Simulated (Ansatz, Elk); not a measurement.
# ZnGa2Se3S: X-ray structure factors from the self-consistent density

The structure of ZnGa2Se3S used here is made up (a known structure type with other elements) and was relaxed beforehand with r2SCAN. The aim is the Fourier transform of its all-electron density, F(hkl), set beside the sum over free spherical atoms that refinements use.

Program: Elk 11.2.3 (patched build). Level of theory: DFT, PBE, all-electron APW+lo, Dirac cores, scalar-relativistic bands, static density, no spin. Results are calculated unless marked as measured.

The structure was built from a prototype and need not be the compound's stable phase.

**1. Set-up**

It takes space group R3m (No. 160, trigonal). The conventional cell has a = 3.822 Å, b = 3.822 Å, c = 37.802 Å, α = 90.00°, β = 90.00°, γ = 120.00°. Se has 4 Ga at 2.38 to 2.67 Å nearest. Se has 3 Ga at 2.55 Å and 1 Zn at 2.63 Å nearest. Nearest to Se lie 3 Zn at 2.36 Å. Nearest to Ga lie 3 S at 2.37 Å and 1 Se at 2.38 Å. Nearest to Ga lie 6 Se at 2.55 to 2.67 Å. Nearest to Zn lie 4 Se at 2.36 to 2.63 Å. Farther neighbours and most contacts between anions are not listed.

**2. Ground state and structure factors**

An all-electron density is needed, since X-rays see the cores too. Task 0 finds the density and task 195 Fourier-transforms it; tshift is off so that phases refer to the origin typed.

Input file elk.in:

```
tasks
  0
  195

xctype
  20

spinpol
  .false.

rgkmax
  7.0

gmaxvr
  14.0

lmaxo
  7

lmaxapw
  8

swidth
  0.002

tshift
  .false.

ramdisk
  .false.

hmaxvr
  5.5

maxscl
  120

epspot
  1e-06

sppath
  './'

avec
  3.61123834740 2.08494943198 23.81160443186
  -3.61123834740 2.08494943198 23.81160443186
  0.00000000000 -4.16989886396 23.81160443186

atoms
  4
  'Se.in'
  3
  0.7062315696 0.7062315696 0.7062315696   0.000000 0.000000 0.000000
  0.2994761582 0.2994761582 0.2994761582   0.000000 0.000000 0.000000
  0.8747524219 0.8747524219 0.8747524219   0.000000 0.000000 0.000000
  'Ga.in'
  2
  0.7692917309 0.7692917309 0.7692917309   0.000000 0.000000 0.000000
  0.9997440781 0.9997440781 0.9997440781   0.000000 0.000000 0.000000
  'Zn.in'
  1
  0.2298662116 0.2298662116 0.2298662116   0.000000 0.000000 0.000000
  'S.in'
  1
  0.1255044977 0.1255044977 0.1255044977   0.000000 0.000000 0.000000

ngridk
  7 7 7
```

The run is started by

```console
$ OMP_NUM_THREADS=4 elk
```

Numbers of over 12 decimals in the logs are rounded to 6 here.

Log:

```text
┌─────────────────────────┐
│ Elk code version 11.2.3 │
└─────────────────────────┘

All units are atomic (Hartree, Bohr, etc.)

┌─────────────────────────────────────────────────┐
│ Ground-state run starting from atomic densities │
└─────────────────────────────────────────────────┘

Lattice vectors :
   3.611238347       2.084949432       23.81160443
  -3.611238347       2.084949432       23.81160443
   0.000000000      -4.169898864       23.81160443

Reciprocal lattice vectors :
  0.8699488517      0.5022652037      0.8795690809E-01
 -0.8699488517      0.5022652037      0.8795690809E-01
  0.4386289534E-18  -1.004530407      0.8795690809E-01

Unit cell volume      :    1075.701042
Brillouin zone volume :   0.2305940069

Muffin-tin inner radius fraction :   0.1000000000E-01

Nuclei treated as point charges

Species : 1 (Se)
 parameters loaded from : Se.in
 name : selenium
 nuclear charge    :   -34.00000000
 electronic charge :    34.00000000
 atomic mass :    143935.2749
 muffin-tin radius :    2.172883338
 number of radial points in muffin-tin :    993
 inner part over the whole radius :   0.9951146668E-02
 number on inner part of muffin-tin    :    701
 approximate nuclear radius :   0.7785908700E-04
 number of mesh points to nuclear radius :    345
 atomic positions (lattice), magnetic fields (Cartesian) :
  1 :   0.70623157  0.70623157  0.70623157    0.00000000  0.00000000  0.00000000
  2 :   0.29947616  0.29947616  0.29947616    0.00000000  0.00000000  0.00000000
  3 :   0.87475242  0.87475242  0.87475242    0.00000000  0.00000000  0.00000000

Species : 2 (Ga)
 parameters loaded from : Ga.in
 name : gallium
 nuclear charge    :   -31.00000000
 electronic charge :    31.00000000
 atomic mass :    127097.2539
 muffin-tin radius :    2.281807511
 number of radial points in muffin-tin :    993
 inner part over the whole radius :   0.9943168982E-02
 number on inner part of muffin-tin    :    701
 approximate nuclear radius :   0.7562051033E-04
 number of mesh points to nuclear radius :    340
 atomic positions (lattice), magnetic fields (Cartesian) :
  1 :   0.76929173  0.76929173  0.76929173    0.00000000  0.00000000  0.00000000
  2 :   0.99974408  0.99974408  0.99974408    0.00000000  0.00000000  0.00000000

Species : 3 (Zn)
 parameters loaded from : Zn.in
 name : zinc
 nuclear charge    :   -30.00000000
 electronic charge :    30.00000000
 atomic mass :    119233.3130
 muffin-tin radius :    2.200355473
 number of radial points in muffin-tin :    993
 inner part over the whole radius :   0.9941054404E-02
 number on inner part of muffin-tin    :    700
 approximate nuclear radius :   0.7484757725E-04
 number of mesh points to nuclear radius :    339
 atomic positions (lattice), magnetic fields (Cartesian) :
  1 :   0.22986621  0.22986621  0.22986621    0.00000000  0.00000000  0.00000000

Species : 4 (S)
 parameters loaded from : S.in
 name : sulphur
 nuclear charge    :   -16.00000000
 electronic charge :    16.00000000
 atomic mass :    58450.91931
 muffin-tin radius :    2.118102060
 number of radial points in muffin-tin :    793
 inner part over the whole radius :   0.9813528508E-02
 number on inner part of muffin-tin    :    553
 approximate nuclear radius :   0.6195814986E-04
 number of mesh points to nuclear radius :    251
 atomic positions (lattice), magnetic fields (Cartesian) :
  1 :   0.12550450  0.12550450  0.12550450    0.00000000  0.00000000  0.00000000

Total number of atoms per unit cell :    7
Total muffin-tin volume :    312.8781079
 ratio of muffin-tin to unit cell volume :   0.2908597238

Spin treatment :
 spin-unpolarised

Number of Bravais lattice symmetries :   12
Number of crystal symmetries         :    6
Crystal has no inversion symmetry
Complex Hermitian eigensolver will be used

k-point grid :      7     7     7
k-point offset :    0.000000000       0.000000000       0.000000000
k-point set is reduced with full crystal symmetry group
Total number of k-points :       84

[...]
from k-point 1 to k-point 1
Estimated direct band gap   :   0.2077789374E-01
 at k-point 1

Charges :
 core                        :    112.0000000
 valence                     :    98.00000000
 interstitial                :    12.91513571
 muffin-tins (core leakage)
  species : 1 (Se)
[...]
species : 2 (Ga)
[...]
species : 3 (Zn)
[...]
species : 4 (S)
[...]
total in muffin-tins        :    197.0848643
 total calculated charge     :    209.9953463
 total charge                :    210.0000000
 error                       :   0.4653699615E-02

RMS change in Kohn-Sham potential (target) :   0.2062910123     (  0.1000000000E-05)
Absolute change in total energy (target)   :   0.3347522524     (  0.1000000000E-03)

[... loops 3 to 17 left out ...]

┌──────────────────┐
│ Loop number : 18 │
└──────────────────┘

Energies :
 Fermi                       :     0.173822
 sum of occupied eigenvalues :     -7710.3814481535
 electron kinetic            :      13660.402363958
 core electron kinetic       :      12539.501186674
 Coulomb                     :     -26521.858137227
 Coulomb potential           :     -20703.742098673
 nuclear-nuclear             :     -1513.2992883149
 electron-nuclear            :     -29344.399791134
 Hartree                     :      4335.8409422226
 Madelung                    :     -16169.987087890
 xc potential                :     -667.04171343850
 exchange                    :     -502.80167510402
 correlation                 :     -10.108926752900
 electron entropic           :    -0.37427993872827E-03
 total energy                :     -13374.366749405

Density of states at Fermi energy :    27.71781986
 (states/Hartree/unit cell)

Estimated indirect band gap :   0.4075888959E-02
 from k-point 81 to k-point 5
Estimated direct band gap   :   0.8266114304E-02
 at k-point 81

Charges :
 core                        :    112.0000000
 valence                     :    98.00000000
 interstitial                :    12.91390252
 muffin-tins (core leakage)
  species : 1 (Se)
[...]
species : 2 (Ga)
[...]
species : 3 (Zn)
[...]
species : 4 (S)
[...]
total in muffin-tins        :    197.0860975
 total calculated charge     :    209.9954883
 total charge                :    210.0000000
 error                       :   0.4511731316E-02

RMS change in Kohn-Sham potential (target) :   0.3932223815E-06 (  0.1000000000E-05)
Absolute change in total energy (target)   :   0.2158710777E-04 (  0.1000000000E-03)

Convergence targets achieved

┌──────────────────┐
│ Loop number : 19 │
└──────────────────┘

Energies :
 Fermi                       :     0.173822
 sum of occupied eigenvalues :     -7710.3814444762
 electron kinetic            :      13660.402359836
 core electron kinetic       :      12539.501188736
 Coulomb                     :     -26521.858133008
 Coulomb potential           :     -20703.742089399
 nuclear-nuclear             :     -1513.2992883149
 electron-nuclear            :     -29344.399791668
 Hartree                     :      4335.8409469755
 Madelung                    :     -16169.987088308
 xc potential                :     -667.04171491364
 exchange                    :     -502.80167451839
 correlation                 :     -10.108926761569
 electron entropic           :    -0.37427950303741E-03
 total energy                :     -13374.366748731

Density of states at Fermi energy :    27.71779283
 (states/Hartree/unit cell)

Estimated indirect band gap :   0.4075802905E-02
 from k-point 81 to k-point 5
Estimated direct band gap   :   0.8266000003E-02
 at k-point 81

Charges :
 core                        :    112.0000000
 valence                     :    98.00000000
 interstitial                :    12.91390259
 muffin-tins (core leakage)
  species : 1 (Se)
[...]
species : 2 (Ga)
[...]
atom 2                    :    29.30922290     (  0.1380672616E-02)
  species : 3 (Zn)
   atom 1                    :    28.58256761     (  0.2650889913E-03)
  species : 4 (S)
   atom 1                    :    14.25746617     (  0.1204642607E-03)
 total in muffin-tins        :    197.0860974
 total calculated charge     :    209.9954883
 total charge                :    210.0000000
 error                       :   0.4511731479E-02

┌──────────────────────────────┐
│ Self-consistent loop stopped │
└──────────────────────────────┘

Warning : core states of species 1 leak from the muffin-tin :   0.2590171620E-03

Warning : core states of species 2 leak from the muffin-tin :   0.1391722905E-02

Warning : core states of species 3 leak from the muffin-tin :   0.2650889913E-03

Warning : core states of species 4 leak from the muffin-tin :   0.1204642607E-03

Wrote STATE.OUT
```

It took 6.5 min on 4 threads of Arm Neoverse V1, shared host; peak memory 0.67 GiB; 23 min of CPU time.

SFACRHO.OUT:

```text

h k l indices transformed by vhmat matrix:
   1.000000000       0.000000000       0.000000000    
   0.000000000       1.000000000       0.000000000    
   0.000000000       0.000000000       1.000000000    

      h      k      l  multipl.   |H|            Re(F)            Im(F)           |F|

      0      0      0      1   0.0000000       210.00000      0.82620041E-16   210.00000    
      1      1      1      1  0.26387072       25.263282      -9.0101200       26.821925    
     -1     -1     -1      1  0.26387072       25.263282       9.0101200       26.821925    
      2      2      2      1  0.52774145     -0.71384642       18.847657       18.861170    
     -2     -2     -2      1  0.52774145     -0.71384642      -18.847657       18.861170    
      3      3      3      1  0.79161217       78.947337      -18.818267       81.159160    
     -3     -3     -3      1  0.79161217       78.947337       18.818267       81.159160    
      0      0     -1      3   1.0083738       46.035203       12.780582       47.776388    
      0      1      0      3   1.0083738       46.035203      -12.780582       47.776388    
      1      0      1      3   1.0198171      -73.031366      -18.263066       75.280276    
     -1     -1      0      3   1.0198171      -73.031366       18.263066       75.280276    
      4      4      4      1   1.0554829      -62.967891      -11.418846       63.994885    
     -4     -4     -4      1   1.0554829      -62.967891       11.418846       63.994885    
      1      1      2      3   1.0643609       53.181381       1.3491145       53.198490    
     -1     -1     -2      3   1.0643609       53.181381      -1.3491145       53.198490    
     -2     -2     -1      3   1.0965819      -29.216737      -5.2308420       29.681298    
      2      2      1      3   1.0965819      -29.216737       5.2308420       29.681298    
      3      2      2      3   1.1782045       65.009647       18.537371       67.600949
```

Elk indexes on the primitive cell of elk.in and gives |H| = 4π sin θ/λ in inverse bohr. Below, one row stands for each form hkl of the conventional cell (m members, Friedel mates merged), F is for one primitive cell and the density is static (no thermal factor). Free-atom factors are Waasmaier and Kirfel's, and R is Σm||F|−|F'||/Σm|F|.

```
   hkl   m  sin θ/λ (Å⁻¹)  abs F, DFT  neutral atoms   diff.  abs of complex diff.
   003   2          0.040      26.822         26.815  +0.007                 0.060
   006   2          0.079      18.861         18.673  +0.188                 0.210
   009   2          0.119      81.159         81.119  +0.040                 0.094
   101   6          0.152      47.776         47.530  +0.246                 0.247
   012   6          0.153      75.280         75.127  +0.153                 0.155
0 0 12   2          0.159      63.995         63.565  +0.430                 0.431
   104   6          0.160      53.199         53.543  -0.345                 0.355
   015   6          0.165      29.681         29.103  +0.578                 0.638
   107   6          0.177      67.601         67.208  +0.393                 0.395
   018   6          0.184      54.327         54.387  -0.060                 0.077
0 0 15   2          0.198      44.133         43.999  +0.134                 0.209
1 0 10   6          0.201      60.428         60.289  +0.139                 0.142
0 1 11   6          0.210      55.105         55.156  -0.051                 0.089
1 0 13   6          0.229      78.426         78.825  -0.399                 0.400
0 0 18   2          0.238      36.349         36.416  -0.067                 0.251
0 1 14   6          0.239      63.602         63.889  -0.287                 0.294
1 0 16   6          0.260      37.976         38.070  -0.094                 0.100
   110   6          0.262     150.447        151.120  -0.673                 0.673
   113  12          0.265      21.180         21.319  -0.139                 0.145
0 1 17   6          0.271     127.556        128.219  -0.663                 0.667
   116  12          0.273      15.378         15.486  -0.108                 0.108
0 0 21   2          0.278      29.611         30.226  -0.615                 0.622
```

(Continued in part 2 of 2.)

[Logs are printed without paths, hosts, clocks, repeated set-up lines and the standing remarks that a program may print on its own settings, such as how far it seeks lower states.]

[Hosts, paths, dates, database ids (printed as entryN), source tags and the programs' standing remarks are cut or masked in the printed files.]
